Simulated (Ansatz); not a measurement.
# Starting-point dependence of the GW gap of Y4S3N2 (C2/m)

One-shot GW is not self-consistent; how far does the start matter for Y4S3N2 (C2/m)?

Main program and level: Ansatz 0.2.0; G0W0 on several functionals, plane waves, PAW.

## Step 1: The structure

Symmetry: C2/m, No. 12, monoclinic system. The conventional cell has a = 12.924 Å, b = 3.831 Å, c = 9.850 Å, α = 90.00°, β = 128.38°, γ = 90.00°. Y has 3 N at 2.23 to 2.32 Å and 3 S at 2.88 to 2.92 Å nearest. Y has 1 N at 2.14 Å and 5 S at 2.73 to 3.03 Å nearest. Nearest to S lie 6 Y at 2.80 to 2.88 Å. S has 5 Y at 2.73 to 3.03 Å nearest. N has 4 Y at 2.14 to 2.32 Å nearest. Farther neighbours and most contacts between anions are not listed.

As a file:

```xyz
9
Lattice="6.4622 -1.9155 0.0000 6.4622 1.9155 0.0000 -6.1151 0.0000 7.7219" Properties=species:S:1:pos:R:3 pbc="T T T"
Y     5.8611    0.0000    5.0078
Y     0.9483    0.0000    2.7141
Y     4.7513    0.0000    1.1249
Y     2.0581    0.0000    6.5969
S     0.0000    0.0000    0.0000
S    -2.5419    0.0000    6.0565
S     9.3514    0.0000    1.6653
N     6.1025    0.0000    2.7887
N     0.7069    0.0000    4.9332
```

The cell and positions are those that the Materials Project relaxed with its own functionals (PBE, PBE+U or r2SCAN), kept fixed.

## Step 2: G0W0 on PBE

Now the one-shot GW correction: screening in the RPA, then the self-energy of the levels asked for. This step takes PAW set soft_1 files.

This step: G0W0 on PBE, plane waves, PAW; PAW set soft_1.

Input file input.yaml:

```yaml
crystal:
  lattice:
    - [6.4622478753, -1.9155154099, 0.0]
    - [6.4622478753, 1.9155154099, 0.0]
    - [-6.1150777327, 0.0, 7.7218549571]
  atoms:
    - { symbol: "Y", position: [0.76032434, 0.76032434, 0.64851811] }
    - { symbol: "Y", position: [0.23967566, 0.23967566, 0.35148189] }
    - { symbol: "Y", position: [0.43654668, 0.43654668, 0.14567864] }
    - { symbol: "Y", position: [0.56345332, 0.56345332, 0.85432136] }
    - { symbol: S, position: [0.0, 0.0, 0.0] }
    - { symbol: S, position: [0.17442465, 0.17442465, 0.78433872] }
    - { symbol: S, position: [0.82557535, 0.82557535, 0.21566128] }
    - { symbol: "N", position: [0.64303648, 0.64303648, 0.36114028] }
    - { symbol: "N", position: [0.35696352, 0.35696352, 0.63885972] }
kpoints:
  mp_grid: { grid: [4, 4, 2] }
hamiltonian:
  xc: pbe
  pseudopotentials: { kind: paw, azcp: { folder: soft_1 } }
scf:
  occupations: { method: fixed }
gw:
  n_empty_bands: 1048
  ecut_chi: 180.0
  qp_bands: [v3, c3]
  qp_kpoints: band_edges
  screening: { model: contour_deformation }
```

Command:

```sh
ansatz run input.yaml --threads 2 --pin off --max-ram 92160MiB --backend cuda --events-out ev --progress --plain --runs-dir out --devices 1 --max-vram 13GiB
```

Numbers of over 12 decimals in the logs are rounded to 6 here.

Output:

```text
GPUs: using 1 of 1 available (devices: 1).
Engine: ansatz 0.2.0, x86_64-unknown-linux-gnu
Pseudopotentials: kind: paw
Pseudopotential: Y, paw, valence charge 11, recommended cutoff 420 eV (normal), soft_1/Y.paw.azcp
Pseudopotential: S, paw, valence charge 6, recommended cutoff 420 eV (normal), soft_1/S.paw.azcp
Pseudopotential: N, paw, valence charge 5, recommended cutoff 420 eV (normal), soft_1/N.paw.azcp
Functional definition: PBE
  parameter kappa = 0.804
  parameter beta = 0.066725
  exchange = pbe_x(kappa = kappa, mu = beta*pi^2/3)
  correlation = pbe_c(beta = beta)
device memory: the entry about to start is reckoned to put 3.0 GiB on a device that reports 50.4 GiB free (of which the cap on the GPU budget leaves the run 13.0 GiB)
GPU FFT provider: cuFFT
GPU libraries: cuBLAS 13.8.2, cuFFT 12.4.0, cuSOLVER 12.3.4
Crystal: 9 atoms, lattice volume = 191.171 Å³
Basis set: ecut = 420 eV, 3763 PW (Γ)
Bands: 45, of which v1, the nominal top of the filled ones, is band 36 counted from 1 (35 counted from 0)
Symmetry: 4 space group operations
Space group: C2/m (ITA 12), of the structure as read, at distance tolerance 5.8e-5 Å
k-points: 14 of 32
Non-local potential: Y, projectors of the file, l = 0: 3, l = 1: 2, l = 2: 2, l = 3: 1
Non-local potential: S, projectors of the file, l = 0: 2, l = 1: 2, l = 2: 1
Non-local potential: N, projectors of the file, l = 0: 2, l = 1: 2, l = 2: 1
PAW form: soft (Blöchl's): semilocal exchange-correlation on the pseudo side does not see the compensation charge
PAW one-centre angular grid: Y, 590 points (default); XC on 64 Gauss nodes
PAW one-centre angular grid: S, 110 points (default); XC on 64 Gauss nodes
PAW one-centre angular grid: N, 110 points (default); XC on 64 Gauss nodes
Initial density: superposition of atomic densities (chi_scale 0.1, normalization cell, long waves kept (reshape's long-wave potential 0.06 eV rms))
Initial wavefunctions: pseudopotential atomic-orbital guess
GPU buffer pool allocated for 165888 grid points (all kernels)
GPU transforms: local potential and band sums: pruned to the plane-wave sphere, on 45×45×72
Functional: x = pbe(κ = 0.804, μ = 0.219515), c = pbe(β = 0.066725)
SCF iter   1: F=—  HF=-18889.034466 eV  |F-HF|=—  |Δ(HF+E_count)|=         —  Δρ=5.36e-2  dr2=1.05e1  ethr=3.10e-3  ⟨swp⟩=5.0  Hψ=2255  notcnv=0  defer=85
preconditioner: auto → Resta (q_TF=auto, 2.319 Å⁻¹)  ε∞=4.9  [insulator: Δε(μ)=1.910 eV  Ē_g=8.558 eV  n_scr=44 (ndim 8)  ℏωp=17.0 eV  f_vac=0.000  ε∞_Penn≈4.9]
SCF iter   2: F=—  HF=-18887.029764 eV  |F-HF|=—  |Δ(HF+E_count)|=    2.00e0  Δρ=3.11e-2  dr2=1.67e0  ethr=3.10e-3  ⟨swp⟩=3.0  Hψ=1145  notcnv=0  defer=83
SCF iter   3: F=—  HF=-18886.757453 eV  |F-HF|=—  |Δ(HF+E_count)|=   2.72e-1  Δρ=1.36e-2  dr2=6.89e-1  ethr=2.32e-3  ⟨swp⟩=2.1  Hψ=923  notcnv=0  defer=94
SCF iter   4: F=—  HF=-18886.642526 eV  |F-HF|=—  |Δ(HF+E_count)|=   1.15e-1  Δρ=3.26e-3  dr2=2.66e-2  ethr=9.58e-4  ⟨swp⟩=3.9  Hψ=1137  notcnv=0  defer=98
SCF iter   5: F=—  HF=-18886.649601 eV  |F-HF|=—  |Δ(HF+E_count)|=   7.08e-3  Δρ=9.89e-4  dr2=4.19e-3  ethr=3.69e-5  ⟨swp⟩=2.1  Hψ=917  notcnv=0  defer=97
SCF iter   6: F=—  HF=-18886.652148 eV  |F-HF|=—  |Δ(HF+E_count)|=   2.55e-3  Δρ=2.68e-4  dr2=3.12e-4  ethr=5.82e-6  ⟨swp⟩=2.4  Hψ=883  notcnv=0  defer=98
SCF iter   7: F=—  HF=-18886.652550 eV  |F-HF|=—  |Δ(HF+E_count)|=   4.02e-4  Δρ=9.62e-5  dr2=3.23e-5  ethr=4.34e-7  ⟨swp⟩=2.0  Hψ=867  notcnv=0  defer=98
SCF iter   8: F=—  HF=-18886.652590 eV  |F-HF|=—  |Δ(HF+E_count)|=   3.98e-5  Δρ=2.28e-5  dr2=1.32e-6  ethr=4.48e-8  ⟨swp⟩=2.1  Hψ=900  notcnv=0  defer=96
SCF iter   9: F=—  HF=-18886.652592 eV  |F-HF|=—  |Δ(HF+E_count)|=   1.89e-6  Δρ=7.25e-6  dr2=1.82e-7  ethr=1.83e-9  ⟨swp⟩=2.9  Hψ=1253  notcnv=0  defer=96
SCF iter  10: F=-18886.652592 eV  HF=-18886.652592 eV  |F-HF|=9.43e-9  |Δ(HF+E_count)|=   1.05e-7  Δρ=2.08e-6  dr2=1.34e-8  ethr=1.39e-10  ⟨swp⟩=14.3  Hψ=2780  notcnv=0
SCF 1 converged in 10 iterations: F = -18886.652592 eV  dr2 = 1.34e-8
  greatest PAW one-centre occupation: 0.993 electrons in one spin orbital (limit 2), on the Y atom at site 1 (counted from 0), in its partial waves of l = 0
device memory: the entry about to start is reckoned to put 3.7 GiB (of the 3.7 GiB reckoned in all, the device holds 0.1 GiB already) on a device that reports 48.1 GiB free (of which the cap on the GPU budget leaves the run 13.0 GiB)
NSCF: frozen V_eff on 14 k-points
the band table was solved once the SCF had ended and its energy, with any forces and stress, was formed, with the checks that follow a solve (2600 applications of the Hamiltonian). They found nothing against the state; the energy, forces and stress were not computed again (output.eigenvalues in the input reference)
device memory: the entry about to start is reckoned to put 5.8 GiB on a device that reports 48.1 GiB free (of which the cap on the GPU budget leaves the run 13.0 GiB)
NSCF: frozen V_eff on 14 k-points
G₀W₀ screening: q 1/14
[... further progress lines ...]
device memory: the entry about to start is reckoned to put 1.3 GiB on a device that reports 53.6 GiB free (of which the cap on the GPU budget leaves the run 13.0 GiB)
NSCF: frozen V_eff on 1 k-points
device memory: the entry about to start is reckoned to put 1.3 GiB on a device that reports 54.3 GiB free (of which the cap on the GPU budget leaves the run 13.0 GiB)
NSCF: frozen V_eff on 1 k-points
device memory: the entry about to start is reckoned to put 1.3 GiB on a device that reports 54.2 GiB free (of which the cap on the GPU budget leaves the run 13.0 GiB)
NSCF: frozen V_eff on 1 k-points
SCF converged after 10 iterations
Free energy (F): -18886.652592 eV
Harris-Foulkes:  -18886.652592 eV  (|F-HF|=9.43e-9)
Internal energy: -18886.652592 eV  (E = F + TS)
E sigma→0 (E₀):  -18886.652592 eV
Fermi energy:    8.018904 eV
--- Per-component energies (eV) ---
  E_band       = -439.720583
  E_kinetic    = 1845.278133
  E_local      = -3572.828794  (includes V_loc(G=0)·N_el)
  E_nonlocal   = 276.623230
  E_hartree    = 1231.202168
  E_xc         = -1109.026315
  E_vxc        = -1232.202968  (∫ρ·V_xc dr)
  E_paw        = -13342.315186  (= ΣΔE_a)
  E_vpaw       = -218.995011  (= ΣTr[D̂ρ^β])
  E_aug_tail   = 0.001801  (compensation charges beyond the density's cutoff)
  E_ewald      = -4215.587630
  E_smearing   = -0.000000  (= −TS)
  E_closure    = 0.000000  (closes the sum)
  Σ components = -18886.652592   (vs F -18886.652592, Δ=0.00e0)
--- Band table (eV; the first three rows and the last of 14) ---
  k-point 0: bands = [... 32 lower, 6.7893, 7.1764, 7.3814, 7.8685, 9.8050, 10.7275, 11.1938, 11.4656, ... 5 higher]
  k-point 1: bands = [... 32 lower, 6.8577, 7.2538, 7.3109, 7.4444, 9.8545, 10.6396, 11.2803, 11.6065, ... 5 higher]
  k-point 2: bands = [... 32 lower, 6.9166, 7.2267, 7.2904, 7.5143, 10.8553, 11.2199, 11.4118, 11.7126, ... 5 higher]
  k-point 13: bands = [... 32 lower, 6.9358, 6.9749, 7.1607, 8.0189, 9.4882, 10.5241, 11.3590, 11.4298, ... 5 higher]
--- G₀W₀: contour deformation, 7 samples at zero and on the imaginary axis and 1 off it, 32 q-points, 1048 empty bands' worth ---
  eigenvalues of the whole cell's RPA ε∞ on this k-mesh (on a slab, of 1 + 4πα/V) = 5.8816, 6.0777, 6.4778; static W/v taken at q = 0 is 0.161559
  gw.qp_kpoints: band_edges: 12 of 14 stored k-points solved, in 1 pass; an edge of the gap read off the rows below is read off those points alone
    valence top: of the k-points left out ik 10 came nearest to being solved in a further pass, in band 36 (counted from 1, as in the quasiparticle table): it holds the edge there only if its correction is more favourable than any solved in that band by at least 0.558 eV; those differ by 0.166 eV
    conduction bottom: of the k-points left out ik 8 came nearest to being solved in a further pass, in band 37 (counted from 1, as in the quasiparticle table): it holds the edge there only if its correction is more favourable than any solved in that band by at least 0.693 eV; those differ by 0.150 eV
    ik  band        ε_KS         Σx   Σc(E_QP)       V_xc       Z   E_QP_lin       E_QP  E_QP is
     0    34      7.1764   -18.2176     2.0702   -15.3399  0.7501     6.3571     6.3690  root
     0    35      7.3814   -19.0437     2.2336   -16.0982  0.7450     6.6606     6.6694  root
     0    36      7.8685   -20.2317     2.5217   -17.1393  0.7383     7.2921     7.2977  root
     0    37      9.8050    -7.5458    -4.4205   -12.3603  0.7856    10.2011    10.1990  root
     0    38     10.7275    -7.7764    -4.6848   -12.9291  0.7778    11.1988    11.1954  root
     0    39     11.1938    -6.6799    -4.1386   -10.9667  0.7926    11.3423    11.3420  root
     1    34      7.2538   -18.8973     2.1589   -15.9381  0.7506     6.4428     6.4537  root
     1    35      7.3109   -20.1729     2.8195   -16.7622  0.7304     6.7124     6.7198  root
     1    36      7.4444   -18.8427     2.2033   -15.9176  0.7438     6.7132     6.7227  root
     1    37      9.8545    -7.5587    -4.4675   -12.4298  0.7845    10.2604    10.2581  root
     1    38     10.6396    -7.5758    -4.6332   -12.6526  0.7803    11.0862    11.0831  root
     1    39     11.2803    -7.4242    -4.6707   -12.5455  0.7832    11.7341    11.7309  root
     2    34      7.2267   -18.8292     2.5183   -15.6471  0.7327     6.5535     6.5630  root
     2    35      7.2904   -19.4881     2.5546   -16.3079  0.7334     6.6569     6.6647  root
     2    36      7.5143   -19.5712     2.5125   -16.4396  0.7376     6.8880     6.8953  root
     2    37     10.8553    -7.9907    -4.6992   -13.1470  0.7756    11.3158    11.3124  root
     2    38     11.2199    -8.2500    -4.5198   -13.2279  0.7822    11.6811    11.6780  root
     2    39     11.4118    -7.2624    -4.6743   -12.3525  0.7811    11.8304    11.8276  root
     3    34      7.1443   -19.1570     2.6058   -15.9383  0.7287     6.5231     6.5315  root
     3    35      7.3144   -19.8767     2.6818   -16.5795  0.7323     6.6914     6.6990  root
     3    36      7.4519   -19.5685     2.5303   -16.4114  0.7359     6.8176     6.8251  root
     3    37     10.8336    -7.8643    -4.5333   -12.8114  0.7791    11.2499    11.2473  root
     3    38     11.0610    -7.4695    -4.7029   -12.6004  0.7798    11.4920    11.4889  root
     3    39     11.3897    -7.9137    -4.4635   -12.8029  0.7830    11.8181    11.8154  root
[...]
12    38     10.8896    -7.6985    -4.7384   -12.9052  0.7764    11.3614    11.3578  root
    12    39     11.4666    -7.1880    -4.4558   -12.0004  0.7856    11.8251    11.8231  root
    13    34      6.9749   -17.4056     2.1500   -14.5508  0.7405     6.2591     6.2701  root
    13    35      7.1607   -19.3644     2.5816   -16.1793  0.7316     6.5498     6.5572  root
    13    36      8.0189   -20.1330     2.4272   -17.1273  0.7409     7.4350     7.4405  root
    13    37      9.4882    -8.2694    -3.9546   -12.5436  0.7839     9.8089     9.8078  root
    13    38     10.5241    -6.9869    -4.3316   -11.6207  0.7871    10.8277    10.8263  root
    13    39     11.3590    -8.5898    -4.7871   -13.9614  0.7847    11.9486    11.9435  root
```

It took 91 s on 1 × NVIDIA H100 80GB HBM3 (shared by 6 runs) with 2 threads of AMD EPYC 7R13 (Zen 3), shared host; peak memory 4.3 GiB; 2.4 min of CPU time.

Numbers from this step:

| Quantity | Value |
| --- | --- |
| bands summed | 1084 |
| RPA ε∞ on this mesh (eigenvalues) | 5.882, 6.078, 6.478 |
| plane waves in the screening matrix | 1059 |
| q-points in the mesh | 32 |
| G0W0 gap on the mesh | 2.314 eV |
| k of the valence top | -0.5, -0.5, -0.5 |
| k of the conduction bottom | -0.5, -0.5, 0 |
| starting gap on the mesh | 1.429 eV |
| Z at the valence top | 0.7409 |
| Z at the conduction bottom | 0.7840 |
| least direct G0W0 gap on the computed points | 2.367 eV |

The gap on the mesh goes from 1.43 eV to 2.31 eV, a correction of +0.89 eV. Between the two edge states, bare exchange in place of the xc potential would open the gap by 7.25 eV, and correlation takes back 6.36 eV.

(Continued in part 2 of 2.)

[Paths, hosts, dates, memory and timing lines, banners, echoed tables and standing remarks are left out of the program output.]

[Logs are printed without paths, hosts, clocks, repeated set-up lines and the standing remarks that a program may print on its own settings, such as how far it seeks lower states.]

[Runs of the session that timed out or met a known fault of the program may be left out.]

[Cells called generated may have been cut or substituted from an entry of the Crystallography Open Database or the Materials Project.]

[Hosts, paths, dates, database ids (printed as entryN), source tags and the programs' standing remarks are cut or masked in the printed files.]
